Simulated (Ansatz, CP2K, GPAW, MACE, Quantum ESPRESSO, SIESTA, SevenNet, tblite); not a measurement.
# Amorphous polyisobutylene (as short chains C10H22) at 400 K (64 atoms) in CP2K, part 4 of 4

How do the settings of CP2K change the result for amorphous polyisobutylene (as short chains C10H22) at 400 K (64 atoms)? A plane-wave run serves as the yardstick.

Program: CP2K 2026.2; the method stands at each step. Banners, paths, timers and routine set-up lines are dropped from the logs unmarked, and long logs keep their key lines alone; longer cuts are marked.

So far. Step 8 (PBE, DZVP-MOLOPT-SR, 450/50 Ry, diagonalisation): Against the first run (4.1 %), the force difference from the reference is 4.1 %, at 0.33 times the CPU time (13 SCF steps against 66): another solver or mixer reaches the same state. Step 9 (LDA, DZVP-MOLOPT-SR, 450/50 Ry, OT CG): Against the first run (4.1 %), the force difference from the reference is 11 %, at 0.91 times the CPU time; the model has changed, so this is no error of the program alone.

## 10. PBE, DZVP-MOLOPT-SR, 315/50 Ry, OT CG

Method: Kohn-Sham DFT, PBE, GTH-PBE pseudopotentials, Gaussian and plane waves, DZVP-MOLOPT-SR-GTH, orbital transformation.

Input file input.inp:

```
&GLOBAL
  PROJECT cell
  RUN_TYPE ENERGY_FORCE
  PRINT_LEVEL LOW
&END GLOBAL
&FORCE_EVAL
  METHOD QS
  STRESS_TENSOR ANALYTICAL
  &DFT
    BASIS_SET_FILE_NAME BASIS_MOLOPT
    POTENTIAL_FILE_NAME GTH_POTENTIALS
    &MGRID
      CUTOFF 315
      REL_CUTOFF 50
    &END MGRID
    &QS
      EPS_DEFAULT 1.0E-12
    &END QS
    &SCF
      SCF_GUESS ATOMIC
      EPS_SCF 1.0E-06
      MAX_SCF 30
      &OT
        MINIMIZER CG
        PRECONDITIONER FULL_ALL
        ENERGY_GAP 0.001
      &END OT
      &OUTER_SCF
        EPS_SCF 1.0E-06
        MAX_SCF 8
      &END OUTER_SCF
      &PRINT
        &RESTART OFF
        &END RESTART
      &END PRINT
    &END SCF
    &XC
      &XC_FUNCTIONAL PBE
      &END XC_FUNCTIONAL
    &END XC
    &PRINT
      &MULLIKEN ON
      &END MULLIKEN
      &HIRSHFELD ON
        SHAPE_FUNCTION DENSITY
      &END HIRSHFELD
      &MO_CUBES
        NHOMO 1
        NLUMO 4
        WRITE_CUBE F
      &END MO_CUBES
    &END PRINT
  &END DFT
  &SUBSYS
    &CELL
      A 8.31826 0.00000 0.00000
      B 0.00000 8.31826 0.00000
      C 0.00000 0.00000 8.31826
    &END CELL
    &TOPOLOGY
      COORD_FILE_NAME structure.xyz
      COORD_FILE_FORMAT XYZ
    &END TOPOLOGY
    &KIND C
      BASIS_SET DZVP-MOLOPT-SR-GTH-q4
      POTENTIAL GTH-PBE-q4
    &END KIND
    &KIND H
      BASIS_SET DZVP-MOLOPT-SR-GTH-q1
      POTENTIAL GTH-PBE-q1
    &END KIND
  &END SUBSYS
  &PRINT
    &FORCES ON
    &END FORCES
    &STRESS_TENSOR ON
    &END STRESS_TENSOR
  &END PRINT
&END FORCE_EVAL
```

Input file structure.xyz:

```xyz
64

[... 64 atom lines left out: the same atoms as in the first run ...]
```

Run with:

```
OMP_NUM_THREADS=2 cp2k.psmp -i input.inp > output.txt
```

Numbers of over 12 decimals in the logs are rounded to 6 here.

Output:

```text
CP2K| version string:                                       CP2K version 2026.2
 CP2K| Input file name                                                 input.inp
 GLOBAL| Basis set file name                                        BASIS_MOLOPT
 GLOBAL| Potential file name                                      GTH_POTENTIALS
 GLOBAL| Run type                                                   ENERGY_FORCE
 GLOBAL| Total number of message passing processes                             1
 GLOBAL| Number of threads for this process                                    2
 TOTAL NUMBERS AND MAXIMUM NUMBERS
  Total number of            - Atomic kinds:                                   2
                             - Atoms:                                         64
[... lines left out ...]
 Number of electrons:                                                        124
[... lines left out ...]
  Step     Update method      Time    Convergence         Total energy    Change
[... lines left out ...]
  Total energy:                                              -139.793463
[... lines left out ...]
  Step     Update method      Time    Convergence         Total energy    Change
[... lines left out ...]
  *** SCF run converged in     4 steps ***
[... lines left out ...]
  Total energy:                                              -139.793481
[... lines left out ...]
  outer SCF loop converged in   2 iterations or   66 steps
[... lines left out ...]
  Total Charge                                                           -0.000
 !-----------------------------------------------------------------------------!
  Eigenvalues of the occupied subspace spin            1
      -0.62661912     -0.61949859     -0.58867413     -0.58174909
      -0.53195337     -0.52552319     -0.48056503     -0.47875340
      -0.47603818     -0.47027761     -0.46408231     -0.46049103
[...]
-0.11442071     -0.11225209     -0.10462063     -0.10163604
      -0.08817334     -0.08518283
 Fermi Energy [eV] :   -2.317943
  Using OT eigensolver for additional unoccupied orbitals spin            1
  Lowest Eigenvalues of the unoccupied subspace spin            1
 OT| Eigensolver reached convergence in 215 iterations
       0.17761613      0.19773023      0.20184499      0.21459682
 HOMO - LUMO gap [eV] :    7.151124
 ENERGY| Total FORCE_EVAL ( QS ) energy [hartree]           -139.793481
 FORCES| Atomic forces [hartree/bohr]
 FORCES|   Atom     x               y               z               |f|
 FORCES|      1 -2.90641411E-02  2.43090776E-02 -5.26842865E-02   6.48944496E-02
 FORCES|      2  8.95810659E-02  5.77975185E-03 -1.13649599E-02   9.04838948E-02
 FORCES|      3 -4.96373354E-02 -2.05242343E-02  5.34950624E-02   7.58078555E-02
[...]
FORCES|     63 -1.85445772E-02  1.62613326E-02 -1.38519842E-03   2.47032600E-02
 FORCES|     64  1.97780512E-02  3.60722057E-02  2.02601526E-02   4.58568328E-02
 FORCES| Sum    -1.04125685E-03  1.19987227E-03 -5.29881985E-04
 FORCES| Total atomic force                                       1.67471915E-03
 STRESS| Analytical stress tensor [bar]
 STRESS|                        x                   y                   z
 STRESS|      x        4.94983648913E+04  -7.39332585805E+02   1.13763100790E+04
 STRESS|      y       -7.39332585805E+02   4.33475436170E+04   1.36081002370E+04
 STRESS|      z        1.13763100790E+04   1.36081002370E+04   4.51906365540E+04
 STRESS| 1/3 Trace                                             4.60121816874E+04
```

Elapsed: 3.6 min, on 2 threads of Arm Neoverse V1, shared host; peak memory 0.48 GiB; 7 min of CPU time.

Against the reference:

```yaml
r_m_s_force_component: 1.498 eV/Å
r_m_s_difference_of_force_components: 58.56 meV/Å
longest_difference_of_force_vectors: 279.6 meV/Å
force_difference_over_r_m_s_force: 4.031 %
slope_of_forces_against_the_reference_s: 1.03
correlation_of_force_components: 0.9997
spacing_of_highest_filled_and_lowest_empty_level: 7.151 eV
gap_difference: 1.76 eV
pressure: 4.601 GPa
pressure_difference: 0.1858 GPa
energy_less_the_same_level_run_s: -0.029 meV/atom
r_m_s_force_difference_from_the_same_level_run: 5.433 meV/Å
```

Against the first run (4.1 %), the force difference from the reference is 4.0 %, at 0.99 times the CPU time: the change moves forces by 5.4 meV/Å r.m.s., so most of the difference comes from elsewhere.

The difference per atom is largest on C (0.14 eV/Å on average, against 0.056 on H).

## 11. All runs compared

Differences are against the plane-wave reference, forces as r.m.s. over components; share is that over the reference's r.m.s. force, slope the least-squares factor from reference forces to these. Total energies of different programs have different zeros and aren't compared.

```csv
run,"Δ force, r.m.s. (meV/Å)",share (%),slope,Δ pressure (GPa),Δ gap (eV),cores,CPU time,memory (GiB)
reference,-,-,-,-,-,4,13 s,0.54
"CP2K PBE, DZVP-MOLOPT-SR, 450/50 Ry, OT CG",59.1,4.07,1.031,0.184,1.76,2,7.1 min,0.67
"CP2K GFN1-xTB, OT DIIS",187,12.9,0.997,-1.95,-,1,2 s,0.3
"CP2K PBE, TZVP-UZH, 450/50 Ry, OT CG",34.8,2.40,1.018,0.431,0.754,4,6.2 min,1.3
"CP2K PBE, DZVP-MOLOPT-SR, 450/20 Ry, OT CG (coarse)",59.6,4.10,1.031,0.199,1.75,2,5.4 min,0.67
"CP2K PBEsol, PBE potentials, DZVP-MOLOPT-SR, 450/50 Ry, OT CG",112,7.71,1.037,0.0923,1.70,2,7 min,0.67
"CP2K PBE+D3(BJ), DZVP-MOLOPT-SR, 450/50 Ry, OT CG",58.3,4.01,1.030,-0.622,1.76,2,7 min,0.71
"CP2K PBE, DZVP-MOLOPT-SR, 450/50 Ry, diagonalisation",59.1,4.07,1.031,0.184,1.76,2,2.4 min,1.2
"CP2K LDA, DZVP-MOLOPT-SR, 450/50 Ry, OT CG",156,10.8,1.012,-2.13,1.46,2,6.5 min,0.63
"CP2K PBE, DZVP-MOLOPT-SR, 315/50 Ry, OT CG (coarse)",58.6,4.03,1.030,0.186,1.76,2,7 min,0.48
```

Rows marked coarse were listed beforehand as settings not expected to be converged; some can still land near the reference.

CPU time is summed over cores on a shared host, where runs went side by side, so it is rough. Symmetry, cutoffs, thresholds, outputs and thread counts weren't matched or tuned between programs; memory under MPI is the largest rank's times the ranks.

Mean charges by element (e), by run and scheme:

```csv
run,scheme,C,H
reference,Löwdin,-0.31,+0.17
"CP2K PBE, DZVP-MOLOPT-SR, 450/50 Ry, OT CG",Mulliken,-0.16,+0.07
"CP2K PBE, DZVP-MOLOPT-SR, 450/50 Ry, OT CG",Hirshfeld,-0.08,+0.04
"CP2K GFN1-xTB, OT DIIS",Mulliken,-0.06,+0.03
"CP2K PBE, TZVP-UZH, 450/50 Ry, OT CG",Mulliken,-0.12,+0.05
"CP2K PBE, TZVP-UZH, 450/50 Ry, OT CG",Hirshfeld,-0.08,+0.04
"CP2K PBEsol, PBE potentials, DZVP-MOLOPT-SR, 450/50 Ry, OT CG",Mulliken,-0.19,+0.09
"CP2K PBEsol, PBE potentials, DZVP-MOLOPT-SR, 450/50 Ry, OT CG",Hirshfeld,-0.09,+0.04
"CP2K PBE+D3(BJ), DZVP-MOLOPT-SR, 450/50 Ry, OT CG",Mulliken,-0.16,+0.07
"CP2K PBE+D3(BJ), DZVP-MOLOPT-SR, 450/50 Ry, OT CG",Hirshfeld,-0.08,+0.04
"CP2K PBE, DZVP-MOLOPT-SR, 450/50 Ry, diagonalisation",Mulliken,-0.16,+0.07
"CP2K PBE, DZVP-MOLOPT-SR, 450/50 Ry, diagonalisation",Hirshfeld,-0.08,+0.04
"CP2K LDA, DZVP-MOLOPT-SR, 450/50 Ry, OT CG",Mulliken,-0.22,+0.10
"CP2K LDA, DZVP-MOLOPT-SR, 450/50 Ry, OT CG",Hirshfeld,-0.09,+0.04
"CP2K PBE, DZVP-MOLOPT-SR, 315/50 Ry, OT CG",Mulliken,-0.16,+0.07
"CP2K PBE, DZVP-MOLOPT-SR, 315/50 Ry, OT CG",Hirshfeld,-0.08,+0.04
```

The reference's Löwdin charges lack the electrons that the projection spills, 0.022 e an atom on average.

Within one program, basis, potentials and functional, energies share a zero. Each run against its twin at the usual cutoff or grid and solver:

```csv
run,twin,Δ energy (meV/atom),"Δ force, r.m.s. (meV/Å)",CPU time over the twin's
"CP2K PBE, DZVP-MOLOPT-SR, 450/20 Ry, OT CG","DZVP-MOLOPT-SR, 450/50 Ry, OT CG",-0.0104,6.68,0.76
"CP2K PBE, DZVP-MOLOPT-SR, 450/50 Ry, diagonalisation","DZVP-MOLOPT-SR, 450/50 Ry, OT CG",0,0.028,0.33
"CP2K PBE, DZVP-MOLOPT-SR, 315/50 Ry, OT CG","DZVP-MOLOPT-SR, 450/50 Ry, OT CG",-0.029,5.43,0.99
```

Further runs of this program without a result: CP2K PBE, TZVP-MOLOPT, 450/50 Ry, OT CG (cut off at its time limit); CP2K PBE0 with truncated exchange and ADMM, PBE0 potentials, DZVP-UZH, 450/50 Ry, OT DIIS (cut off at its time limit).

## 12. Results

```
nearest in forces : CP2K PBE, TZVP-UZH, 450/50 Ry, OT CG, 2.4 %
its CPU time      : 6.2 min
```

What this shows: The PBE runs in local orbitals, coarse settings apart, differ by 2.4 % (CP2K PBE, TZVP-UZH, 450/50 Ry, OT CG) to 4.1 % (CP2K PBE, DZVP-MOLOPT-SR, 450/50 Ry, diagonalisation); basis, grid and potentials can all enter. Tight binding differs by 13 % (CP2K GFN1-xTB, OT DIIS); it is another model, with fitted parameters of its own, and the xTB methods hold dispersion. Rows with another functional or a dispersion term differ by 4.0 % (CP2K PBE+D3(BJ), DZVP-MOLOPT-SR, 450/50 Ry, OT CG) to 11 % (CP2K LDA, DZVP-MOLOPT-SR, 450/50 Ry, OT CG), which mixes the change of model with differences of basis and potentials, some of them made for another functional. Runs with settings chosen to be coarse differ by 4.0 % (CP2K PBE, DZVP-MOLOPT-SR, 315/50 Ry, OT CG) to 4.1 % (CP2K PBE, DZVP-MOLOPT-SR, 450/20 Ry, OT CG), their programs' other errors included. One electronic-structure run takes under half the reference's CPU time: CP2K GFN1-xTB, OT DIIS, at 13 % in 2 s against 13 s; its pressure misses by -2.0 GPa. At the same functional, gaps differ from the reference's 5.39 eV by between +0.75 and +1.76 eV. A likely cause of the wide gaps: compact atomic orbitals describe empty levels worse than filled ones. Charges hang on model, scheme and program or settings: among these rows the mean for C runs from -0.31 to -0.06 e. Periodic xTB results under one method name differ between programs and library versions. The network of contacts between molecules at the start is that of the classical potential that made the cell, and needn't be the one that DFT or experiment would give. The reference's PBE has no dispersion term, which matters for the binding between molecules or layers. The electronic-structure runs sample only Γ, in a cell whose shortest periodic width is 8 Å.

[Also dropped from logs without a mark: logging warnings of Python, and SIESTA's first energy breakdown and zero terms.]

[Logs are printed without paths, hosts, clocks, repeated set-up lines and the standing remarks that a program may print on its own settings, such as how far it seeks lower states.]

[Hosts, paths, dates, database ids (printed as entryN), source tags and the programs' standing remarks are cut or masked in the printed files.]
